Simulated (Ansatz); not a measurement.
## Phonon transport in GaN (P6_3mc)

How well does the lattice of GaN conduct heat?

Experimental results on record:
- thermal conductivity 210 W/m/K near room temperature (given in “Combining the AFLOW GIBBS and Elastic Libraries to efficiently and robustly screen thermo-mechanical properties of solids”, 2017, arXiv:1611.05714)

Program: Ansatz 0.2.0. Level of theory: DFT LDA, scalar-relativistic, plane waves, PAW; PAW set soft_1. Results are calculated unless marked as measured.

This is a report of a sequence of runs, with most program output left out.

The database entry behind the starting cell differs from later determinations by our own check (about 0.3 % short, ideal inner coordinate), so it need not match the best structure at ambient conditions.

### Step 1. The starting structure

Symmetry: P6_3mc, No. 186, hexagonal system. Conventional cell: a = 3.180 Å, b = 3.180 Å, c = 5.166 Å, α = 90.00°, β = 90.00°, γ = 120.00°. Nearest to Ga lie 4 N at 1.94 to 1.95 Å. Nearest to N lie 4 Ga at 1.94 to 1.95 Å. Farther neighbours and most contacts between anions are not listed.

### Step 2. A first coarse run

A cheap single point shows whether the cell is a metal or an insulator and how far it is from rest; that sets the k-mesh and the occupations of what follows.

Input file input.yaml:

```yaml
crystal:
  lattice:
    - [3.18, 0.0, 0.0]
    - [-1.59, 2.753960784, 0.0]
    - [0.0, 0.0, 5.166]
  atoms:
    - { symbol: Ga, position: [0.3333333333, 0.6666666667, 0.0] }
    - { symbol: Ga, position: [0.6666666667, 0.3333333333, 0.5] }
    - { symbol: "N", position: [0.3333333333, 0.6666666667, 0.375] }
    - { symbol: "N", position: [0.6666666667, 0.3333333333, 0.875] }
kpoints:
  mp_grid: { grid: [6, 6, 4] }
hamiltonian:
  xc: lda
  pseudopotentials: { kind: paw, azcp: { folder: soft_1 }, xc_functional: pbe }
scf:
  occupations: { method: gaussian, width: 0.1 }
  lower_state_search: "off"
output:
  forces: true
  stress: true
  eigenvalues: true
```

Launch:

```
> ansatz run input.yaml --threads 18 --pin off --max-ram 92160MiB --backend cuda --events-out ev --progress --plain --runs-dir out
```

Wall time 1.3 s (1 × NVIDIA GB200 with 18 threads of Arm Neoverse V2, shared host); peak memory 1.1 GiB; 2 s of CPU time.

A gap read on the k-mesh alone can miss the band edges.

This step gave:

- pressure: -4.497 GPa
- gap on the k-mesh: 1.976 eV
- volume per atom: 11.31 Å³/atom

Force by atom:

| atom | x (eV/Å) | y (eV/Å) | z (eV/Å) | size |
| --- | --- | --- | --- | --- |
| Ga1 | 0.000 | 0.000 | -0.126 | 0.126 |
| Ga2 | 0.000 | 0.000 | -0.126 | 0.126 |
| N3 | 0.000 | 0.000 | 0.126 | 0.126 |
| N4 | 0.000 | 0.000 | 0.126 | 0.126 |

The start is under -4.5 GPa at this level and looks like an insulator or semiconductor on this mesh.

### Step 3. Finding the static equilibrium

The vibrations must be taken about the equilibrium of this functional, not about the starting cell, so the structure is relaxed.

input.yaml, the sections that differ from step 2:

```yaml
kpoints:
  mp_grid: { grid: [12, 12, 6] }
scf:
  occupations: { method: gaussian, width: 0.02 }
  lower_state_search: "off"
relax:
  adjacent_minimum: "off"
  f_tol: 0.005
  max_steps: 80
  cell: { stress_tol: 0.05 }
# crystal, hamiltonian, output: as in step 2
```

Elapsed: 4.4 s, on 1 × NVIDIA GB200 with 18 threads; peak memory 1.1 GiB; 14 s of CPU time.

Relaxation path:

| step | energy less that of the first step (eV) | largest force component (eV/Å) | pressure (GPa) | volume (Å³) |
| --- | --- | --- | --- | --- |
| 1 | 0.0000 | 0.1258 | -4.47 | 45.24 |
| 2 | -0.0148 | 0.0926 | -1.82 | 44.62 |
| 3 | -0.0187 | 0.0344 | 0.13 | 44.19 |
| 4 | -0.0187 | 0.0176 | 0.06 | 44.20 |
| 5 | -0.0187 | 0.0003 | 0.00 | 44.22 |
| 6 | -0.0165 | 0.0002 | -0.07 | 44.22 |
| 7 | -0.0166 | 0.0000 | 0.00 | 44.20 |
| 8* | -0.0165 | 0.0000 | 0.00 | 44.20 |

Relaxation steps marked * repeat the geometry before them on a plane-wave basis chosen anew for their cell, so energy and pressure can jump there. The log counts 2 steps on a newly chosen plane-wave basis, not all of them marked here; energy and pressure can jump at such steps.

Forces are held to the 12 operations that the run works with; a distortion that breaks them can't arise in this run.

| conventional cell, symmetrised | before | after | change |
| --- | --- | --- | --- |
| a (Å) | 3.180 | 3.152 | -0.9 % |
| b (Å) | 3.180 | 3.152 | -0.9 % |
| c (Å) | 5.166 | 5.138 | -0.5 % |
| volume (Å³/atom) | 11.31 | 11.05 | -2.3 % |

The relaxed structure:

```cif
data_structure
_symmetry_space_group_name_H-M 'P 1'
_symmetry_Int_Tables_number 1
_cell_length_a 3.1516
_cell_length_b 3.1516
_cell_length_c 5.1383
_cell_angle_alpha 90.000
_cell_angle_beta 90.000
_cell_angle_gamma 120.000
_cell_volume 44.20
loop_
_atom_site_label
_atom_site_type_symbol
_atom_site_fract_x
_atom_site_fract_y
_atom_site_fract_z
_atom_site_occupancy
Ga1 Ga 0.33333 0.66667 0.99930 1
Ga2 Ga 0.66667 0.33333 0.49930 1
N3 N 0.33333 0.66667 0.37570 1
N4 N 0.66667 0.33333 0.87570 1
```

Numbers from this step:

```
pressure          : -0.001566 GPa
gap on the k-mesh : 2.134 eV
volume per atom   : 11.05 Å³/atom
```

The relaxation ends with a largest force component of 2.0e-5 eV/Å and a pressure of 0.00 GPa.

### Step 4. Tight relaxation

The thresholds are tightened for a last relaxation ahead of the phonons, and where mesh or smearing change with them the cell follows.

input.yaml, the sections that differ from step 3:

```yaml
crystal:
  lattice:
    - [3.15164975, 0.0, 0.0]
    - [-1.575824875, 2.7294087473, 0.0]
    - [0.0, 0.0, 5.1383029334]
  atoms:
    - { symbol: Ga, position: [0.3333333333, 0.6666666667, -0.0006990692] }
    - { symbol: Ga, position: [0.6666666667, 0.3333333333, 0.4993009308] }
    - { symbol: "N", position: [0.3333333333, 0.6666666667, 0.3756990692] }
    - { symbol: "N", position: [0.6666666667, 0.3333333333, 0.8756990692] }
scf:
  occupations: { method: fixed }
  lower_state_search: "off"
relax:
  adjacent_minimum: "off"
  f_tol: 0.001
  max_steps: 60
  cell: { stress_tol: 0.01 }
# kpoints, hamiltonian, output: as in step 3
```

It took 1.9 s on 1 × NVIDIA GB200 with 18 threads; peak memory 1.1 GiB; 4.2 s of CPU time.

Little changed from the start: no atom moved by 0.005 Å and no cell edge by 0.1 %.

Numbers from this step:

| Property | Result |
| --- | --- |
| pressure | -0.001564 GPa |

The residual pressure is -0.0016 GPa, small enough for phonons.

### Step 5. Third-order constants on small settings

A small supercell and a short cutoff cost little, and show how far such settings carry.

input.yaml, the sections that differ from step 4:

```yaml
kpoints:
  mp_grid: { grid: [12, 12, 4] }
output:
  eigenvalues: true
phonons:
  method: fd
  dielectric: true
  qmesh: [6, 6, 4]
  temperatures: { t_max: 1000, t_step: 50 }
  qpath:
    path:
      - [[0.0, 0.0, 0.0], [0.5, 0.0, 0.0], [0.33333333, 0.33333333, 0.0], [0.0, 0.0, 0.0], [0.0, 0.0, 0.5], [0.5, 0.0, 0.5], [0.33333333, 0.33333333, 0.5], [0.0, 0.0, 0.5]]
      - [[0.5, 0.0, 0.5], [0.5, 0.0, 0.0]]
      - [[0.33333333, 0.33333333, 0.0], [0.33333333, 0.33333333, 0.5]]
    npoints: 10
  third_order: { supercell: [3, 3, 2], pair_cutoff: 2.084 }
  lattice_thermal_conductivity:
    qmesh: [13, 13, 7]
    temperatures: [50.0, 100.0, 150.0, 200.0, 300.0, 400.0, 500.0, 600.0, 800.0, 1000.0]
    isotope_mass_variance:
      - { species: Ga, variance: 0.0001971 }
      - { species: "N", variance: 1.838e-05 }
# crystal, hamiltonian, scf: as in step 4
# relax: removed
```

The job ended after 6 min (1 × NVIDIA GB200 with 18 threads; peak memory 3.6 GiB; 44 min of CPU time).

Numbers from this step:

```
lowest frequency on the path               : 0 cm⁻¹
zero-point energy                          : 0.3148 eV/cell
point group                                : 6mm
highest frequency                          : 735.6 cm⁻¹
Debye temperature from the second moment   : 885 K
κ at 300 K (relaxation time)               : 308.6 W/m/K
κ at 300 K (full solution)                 : 304.5 W/m/K
dipole term                                : run
mean free path at half of κ                : 397 nm
share of κ above the three lowest branches : 0.3
third-order blocks                         : 52
periodic aliases dropped                   : 0
largest relative sum-rule correction       : 0.04592
displaced cells, third order               : 124
```

W/m/K. Kappa, by row:

| T (K) | RTA xx | RTA yy | RTA zz | full xx | full yy | full zz | coherence part xx | coherence part yy | coherence part zz | ending | iterations | least Ritz value |
| --- | --- | --- | --- | --- | --- | --- | --- | --- | --- | --- | --- | --- |
| 50 | 2487 | 2487 | 2212 | 2514 | 2514 | 2181 | 8.85e-4 | 8.85e-4 | 5.89e-4 | converged | 5 | 0.846 |
| 100 | 1042 | 1042 | 1047 | 1046 | 1046 | 1027 | 0.004118 | 0.004118 | 0.002507 | converged | 5 | 0.8 |
| 150 | 650.3 | 650.3 | 664.2 | 648.8 | 648.8 | 648.7 | 0.00868 | 0.00868 | 0.00522 | converged | 7 | 0.666 |
| 200 | 465.7 | 465.7 | 478.1 | 463.2 | 463.2 | 466.1 | 0.0147 | 0.0147 | 0.008907 | converged | 8 | 0.619 |
| 300 | 305.4 | 305.4 | 315.1 | 303.3 | 303.3 | 306.9 | 0.0276 | 0.0276 | 0.01702 | converged | 8 | 0.591 |
| 400 | 236.5 | 236.5 | 244.8 | 234.9 | 234.9 | 238.5 | 0.03944 | 0.03944 | 0.02447 | converged | 8 | 0.584 |
| 500 | 197.4 | 197.4 | 204.7 | 196 | 196 | 199.5 | 0.04995 | 0.04995 | 0.03112 | converged | 9 | 0.577 |
| 600 | 171.3 | 171.3 | 178 | 170.2 | 170.2 | 173.5 | 0.0594 | 0.0594 | 0.03722 | converged | 9 | 0.576 |
| 800 | 137.8 | 137.8 | 143.4 | 137 | 137 | 139.9 | 0.07589 | 0.07589 | 0.04849 | converged | 9 | 0.573 |
| 1000 | 116.4 | 116.4 | 121.3 | 115.8 | 115.8 | 118.4 | 0.09007 | 0.09007 | 0.05908 | converged | 9 | 0.569 |

This rung gives 309 W/(m K) at 300 K by relaxation time, but with 72 atoms, 1 neighbour distance inside the cutoff and a 13×13×7 mesh it is a test, not the conductivity of the crystal.

[end of part 1 of 2]

[Logs are printed without paths, hosts, clocks, repeated set-up lines and the standing remarks that a program may print on its own settings, such as how far it seeks lower states.]

[Hosts, paths, dates, database ids (printed as entryN), source tags and the programs' standing remarks are cut or masked in the printed files.]

[A step with changed settings may run another functional than the one named; its input shows which.]
